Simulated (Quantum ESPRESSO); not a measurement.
# Collinear magnetic orders of MnSe with Quantum ESPRESSO

Does MnSe prefer parallel or opposed moments?

Method: LDA with U = 4 eV on Mn d (ortho-atomic projectors); plane waves with GBRV 1.5 LDA potentials, no spin-orbit coupling, in Quantum ESPRESSO 7.5.

The database entry behind the starting cell differs from later determinations by our own check (about 0.4 % short), so it need not match the best structure at ambient conditions.

### 1. The structure

Symmetry: Fm-3m, No. 225, cubic system. The conventional cell has a = 5.440 Å, b = 5.440 Å, c = 5.440 Å, α = 90.00°, β = 90.00°, γ = 90.00°. Nearest to Mn lie 6 Se at 2.72 Å. Se has 6 Mn at 2.72 Å nearest. Farther neighbours and most contacts between anions are not listed.

The cell comes from the Crystallography Open Database.

### 2. Start 1: ferro +

The signs are those of the starting moments on the seeded atoms, the atoms that are given a moment.

pw.in reads:

```
&CONTROL
  calculation = 'scf'
  prefix = 'pwscf'
  outdir = './tmp'
  pseudo_dir = './pseudo'
  disk_io = 'nowf'
/
&SYSTEM
  ibrav = 0
  celldm(1) = 8
  nat = 2
  ntyp = 2
  ecutwfc = 40
  ecutrho = 280
  nbnd = 19
  occupations = 'smearing'
  smearing = 'fd'
  degauss = 0.00367493
  nspin = 2
  starting_magnetization(1) = 0.3
  starting_magnetization(2) = 0
/
&ELECTRONS
  conv_thr = 4d-09
  electron_maxstep = 150
  mixing_beta = 0.3
/
ATOMIC_SPECIES
Mn     54.9380 mn_lda_v1.5.uspp.F.UPF
Se     78.9710 se_lda_v1.uspp.F.UPF
CELL_PARAMETERS alat
   0.0000000000000    0.6425068823728    0.6425068823728
   0.6425068823728    0.0000000000000    0.6425068823728
   0.6425068823728    0.6425068823728    0.0000000000000
ATOMIC_POSITIONS crystal
Mn      0.0000000000    0.0000000000    0.0000000000
Se      0.5000000000    0.5000000000    0.5000000000
K_POINTS automatic
6 6 6 0 0 0
HUBBARD {ortho-atomic}
U Mn-3d 4.0000
```

Run with:

```bash
OMP_NUM_THREADS=1 mpirun -n 4 pw.x -nk 4 -in pw.in > pw.out
```

Output:

```text
Program PWSCF v.7.5 starts

     Message from routine setup:
     using ibrav=0 with symmetry is DISCOURAGED, use correct ibrav instead

     K-points division:     npool     =       4
     Subspace diagonalization in iterative solution of the eigenvalue problem:

     G-vector sticks info
     --------------------
     sticks:   dense  smooth     PW     G-vecs:    dense   smooth      PW
     Sum        1027     583    187                21595     9377    1639

     Using Slab Decomposition

     bravais-lattice index     =            0
     lattice parameter (alat)  =       8.0000  a.u.
     unit-cell volume          =     271.6022 (a.u.)^3
     number of atoms/cell      =            2
     number of atomic types    =            2
     number of electrons       =        21.00
     number of Kohn-Sham states=           19
     kinetic-energy cutoff     =      40.0000  Ry
     charge density cutoff     =     280.0000  Ry
     scf convergence threshold =      4.0E-09
     mixing beta               =       0.3000
     number of iterations used =            8  plain     mixing
     Exchange-correlation= SLA  PZ   NOGX NOGC
                           (   1   1   0   0   0   0   0)
     Hubbard projectors: ortho-atomic
     Hubbard parameters of DFT+U (Dudarev formulation) in eV:
     U(Mn-3d) =  4.0000

     Internal variables: lda_plus_u =T, lda_plus_u_kind = 0

     Internal variables: orbital_resolved =F, hub_pot_fix =F, apply_U = F

     celldm(1)=   8.000000  celldm(2)=   0.000000  celldm(3)=   0.000000
     celldm(4)=   0.000000  celldm(5)=   0.000000  celldm(6)=   0.000000

     crystal axes: (cart. coord. in units of alat)
               a(1) = (   0.000000   0.642507   0.642507 )
               a(2) = (   0.642507   0.000000   0.642507 )
               a(3) = (   0.642507   0.642507   0.000000 )

     reciprocal axes: (cart. coord. in units 2 pi/alat)
               b(1) = ( -0.778202  0.778202  0.778202 )
               b(2) = (  0.778202 -0.778202  0.778202 )
               b(3) = (  0.778202  0.778202 -0.778202 )

     PseudoPot. # 1 for Mn read from file:
     mn_lda_v1.5.uspp.F.UPF
     Pseudo is Ultrasoft + core correction, Zval = 15.0
     Generated by new atomic code, or converted to UPF format
     Using radial grid of  859 points,  6 beta functions with:
                l(1) =   0
                l(2) =   0
                l(3) =   1
                l(4) =   1
                l(5) =   2
                l(6) =   2
     Q(r) pseudized with  8 coefficients,  rinner =    0.950   0.950   0.950
                                                       0.950   0.950

     PseudoPot. # 2 for Se read from file:
     se_lda_v1.uspp.F.UPF
     Pseudo is Ultrasoft + core correction, Zval =  6.0
     Generated by new atomic code, or converted to UPF format
     Using radial grid of  877 points,  6 beta functions with:
                l(1) =   0
                l(2) =   0
                l(3) =   1
                l(4) =   1
                l(5) =   2
                l(6) =   2
     Q(r) pseudized with  8 coefficients,  rinner =    1.300   1.300   1.300
                                                       1.300   1.300

     atomic species   valence    mass     pseudopotential
     Mn               15.00    54.93800     Mn( 1.00)
     Se                6.00    78.97100     Se( 1.00)

     Starting magnetic structure
     atomic species   magnetization
     Mn              0.300
     Se              0.000

     48 Sym. Ops., with inversion, found

   Cartesian axes

     site n.     atom                  positions (alat units)
         1        Mn     tau(   1) = (   0.0000000   0.0000000   0.0000000  )
         2        Se     tau(   2) = (   0.6425069   0.6425069   0.6425069  )

     number of k points=    16  Fermi-Dirac smearing, width (Ry)=  0.0037
                       cart. coord. in units 2pi/alat
        k(    1) = (   0.0000000   0.0000000   0.0000000), wk =   0.0046296
        k(    2) = (   0.1297003   0.1297003  -0.1297003), wk =   0.0370370
        k(    3) = (   0.2594006   0.2594006  -0.2594006), wk =   0.0370370
        k(    4) = (  -0.3891009  -0.3891009   0.3891009), wk =   0.0185185
        k(    5) = (   0.2594006   0.0000000  -0.0000000), wk =   0.0277778
        [... 11 further k-points ...]

     Dense  grid:    21595 G-vectors     FFT dimensions: (  40,  40,  40)

     Smooth grid:     9377 G-vectors     FFT dimensions: (  30,  30,  30)

     Check: negative core charge=   -0.000028
     Generating pointlists ...
     new r_m :   0.2650 (alat units)  2.1203 (a.u.) for type    1
     new r_m :   0.2650 (alat units)  2.1203 (a.u.) for type    2

     Initial potential from superposition of free atoms

     starting charge      20.4999, renormalised to      21.0000

     STARTING HUBBARD OCCUPATIONS:

     =================== HUBBARD OCCUPATIONS ===================
     ------------------------ ATOM    1 ------------------------
     Tr[ns(  1)] (up, down, total) =   5.00000  0.00000  5.00000
     Atomic magnetic moment for atom   1 =   5.00000
     [... lines left out ...]
     Number of occupied Hubbard levels =    5.0000

     Atomic wfc used for Hubbard projectors are orthogonalized

     Starting wfcs are   17 randomized atomic wfcs +    2 random wfcs

     Self-consistent Calculation

     iteration #  1     ecut=    40.00 Ry     beta= 0.30
     Davidson diagonalization with overlap
     ethr =  1.00E-02,  avg # of iterations =  5.2

     =================== HUBBARD OCCUPATIONS ===================
     ------------------------ ATOM    1 ------------------------
     Tr[ns(  1)] (up, down, total) =   4.86809  0.14060  5.00869
     Atomic magnetic moment for atom   1 =   4.72750
     [... lines left out ...]
     Number of occupied Hubbard levels =    5.0087

     total energy              =    -254.23622497 Ry
     estimated scf accuracy    <       0.46544249 Ry

     total magnetization       =     5.00 Bohr mag/cell
     absolute magnetization    =     5.00 Bohr mag/cell

     iteration #  2     ecut=    40.00 Ry     beta= 0.30
     Davidson diagonalization with overlap
     ethr =  2.22E-03,  avg # of iterations =  1.7

     total energy              =    -254.31411715 Ry
     estimated scf accuracy    <       0.02111829 Ry

     total magnetization       =     5.00 Bohr mag/cell
     absolute magnetization    =     5.00 Bohr mag/cell

     iteration #  3     ecut=    40.00 Ry     beta= 0.30
     Davidson diagonalization with overlap
     ethr =  1.01E-04,  avg # of iterations =  3.2

     negative rho (up, down):  0.000E+00 3.761E-04

     total energy              =    -254.31908032 Ry
     estimated scf accuracy    <       0.00868290 Ry

     total magnetization       =     5.00 Bohr mag/cell
     absolute magnetization    =     5.00 Bohr mag/cell

     [... further iterations left out ...]

     iteration #  8     ecut=    40.00 Ry     beta= 0.30
     Davidson diagonalization with overlap
     ethr =  7.41E-08,  avg # of iterations =  2.1

     negative rho (up, down):  0.000E+00 4.193E-04

     total energy              =    -254.31966164 Ry
     estimated scf accuracy    <       0.00000061 Ry

     total magnetization       =     5.00 Bohr mag/cell
     absolute magnetization    =     5.00 Bohr mag/cell

     iteration #  9     ecut=    40.00 Ry     beta= 0.30
     Davidson diagonalization with overlap
     ethr =  2.90E-09,  avg # of iterations =  3.2

     negative rho (up, down):  0.000E+00 4.193E-04

     total energy              =    -254.31966191 Ry
     estimated scf accuracy    <          7.9E-09 Ry

     total magnetization       =     5.00 Bohr mag/cell
     absolute magnetization    =     5.00 Bohr mag/cell

     iteration # 10     ecut=    40.00 Ry     beta= 0.30
     Davidson diagonalization with overlap
     ethr =  3.77E-11,  avg # of iterations =  5.2

     negative rho (up, down):  0.000E+00 4.192E-04

     total energy              =    -254.31966193 Ry
     estimated scf accuracy    <          7.4E-09 Ry

     total magnetization       =     5.00 Bohr mag/cell
     absolute magnetization    =     5.00 Bohr mag/cell

     iteration # 11     ecut=    40.00 Ry     beta= 0.30
     Davidson diagonalization with overlap
     ethr =  3.52E-11,  avg # of iterations =  1.4

     negative rho (up, down):  0.000E+00 4.191E-04

     Magnetic moment per site  (integrated on atomic sphere of radius R)
     atom   1 (R=0.265)  charge= 13.3187  magn=  4.5328
     atom   2 (R=0.265)  charge=  4.4046  magn=  0.1070

     End of self-consistent calculation

     =================== HUBBARD OCCUPATIONS ===================
     ------------------------ ATOM    1 ------------------------
     Tr[ns(  1)] (up, down, total) =   4.97332  0.28257  5.25588
     Atomic magnetic moment for atom   1 =   4.69075
     [... lines left out ...]
     Number of occupied Hubbard levels =    5.2559

     [... lines left out ...]
     the Fermi energy is     9.4184 ev

!    total energy              =    -254.31966193 Ry
     estimated scf accuracy    <          1.3E-09 Ry
     smearing contrib. (-TS)   =      -0.00009856 Ry
     internal energy E=F+TS    =    -254.31956337 Ry

     The total energy is F=E-TS. E is the sum of the following terms:
     one-electron contribution =    -140.27986934 Ry
     hartree contribution      =      77.10635367 Ry
     xc contribution           =     -55.70279374 Ry
     ewald contribution        =    -135.48501958 Ry
     Hubbard energy            =       0.04176562 Ry

     total magnetization       =     5.00 Bohr mag/cell
     absolute magnetization    =     5.00 Bohr mag/cell

     convergence has been achieved in  11 iterations

=------------------------------------------------------------------------------=
   JOB DONE.
=------------------------------------------------------------------------------=
```

Run time: 4.5 s. Hardware: 4 MPI ranks of Arm Neoverse V2, shared host; peak memory 0.32 GiB.

Spin moment in the atom's sphere by atom:

```
atom  spin moment in the atom's sphere (μB)
 Mn1                                   4.53
 Se2                                   0.11
```

This step gave:

```yaml
smearing_term_ts: 0.001341 eV
magnetization: 5 μB
absolute_magnetization: 5 μB
final_state: ferromagnetic
```

Spin density in the ac plane of the conventional cell at fractional y = 0.000, with atoms of Mn and Se within 0.2 Å of it.

Ten even steps from '_' (0.0 e/Å³) to '@' (6.8 e/Å³), each cell a mean:
```
##::______________________..++
..__________________________..
______________________________
______________________________
______________________________
______________....____________
____________::##++..__________
____________==@@##..__________
____________..==::____________
______________________________
______________________________
______________________________
______________________________
--..________________________::
@@--______________________..##
```
Columns run along a (5.4 Å), rows up along c (5.4 Å), edges of the conventional cell, whose origin can differ from the input's. Atoms in or near the plane, at fractional coordinates: Mn at (0.00, 0.00), Mn at (0.50, 0.50), Se at (0.50, 0.00), Se at (0.00, 0.50).

Valence density in the ac plane of the conventional cell at fractional y = 0.000, with atoms of Mn and Se within 0.2 Å of it. It is the smooth field of the valence electrons, not physical close to the nuclei.

Values in e/Å³, 15 rows by 15 columns, each cell a mean:
```
16  7  1  0  0  1  1  1  1  1  1  0  0  3 13
 4  1  0  0  0  1  1  1  1  1  0  0  0  1  3
 0  0  0  0  0  0  0  1  1  0  0  0  0  0  0
 0  0  0  0  0  0  0  0  0  0  0  0  0  0  0
 1  0  0  0  0  0  0  0  0  0  0  0  0  0  1
 1  1  0  0  0  0  1  3  2  1  0  0  0  1  1
 1  1  1  0  0  1  7 16 12  2  0  0  1  1  1
 2  0  1  0  0  1 10 15 16  3  0  0  1  1  1
 0  1  1  0  0  1  4 10  7  1  0  0  0  1  1
 1  1  0  0  0  0  1  1  1  0  0  0  0  1  1
 0  0  0  0  0  0  0  0  0  0  0  0  0  0  0
 0  0  0  0  0  0  0  0  0  0  0  0  0  0  0
 1  1  0  0  0  0  1  1  1  0  0  0  0  0  1
10  3  1  0  0  1  1  0  1  1  0  0  0  1  7
15 10  1  0  0  1  0  2  1  1  1  0  0  4 16
```
Columns run along a (5.4 Å), rows up along c (5.4 Å), edges of the conventional cell, whose origin can differ from the input's. Atoms in or near the plane, at fractional coordinates: Mn at (0.00, 0.00), Mn at (0.50, 0.50), Se at (0.50, 0.00), Se at (0.00, 0.50).

(Continued in part 2 of 3.)

[Logs and program files are shortened in this print: banners, set-up blocks, solver, clock and traceback lines can be left out without a mark of their own.]

[Logs are printed without paths, hosts, clocks, repeated set-up lines and the standing remarks that a program may print on its own settings, such as how far it seeks lower states.]

[Hosts, paths, dates, database ids (printed as entryN), source tags and the programs' standing remarks are cut or masked in the printed files.]

[Where a cell is said to come from a database of computed structures, the database is the Materials Project.]
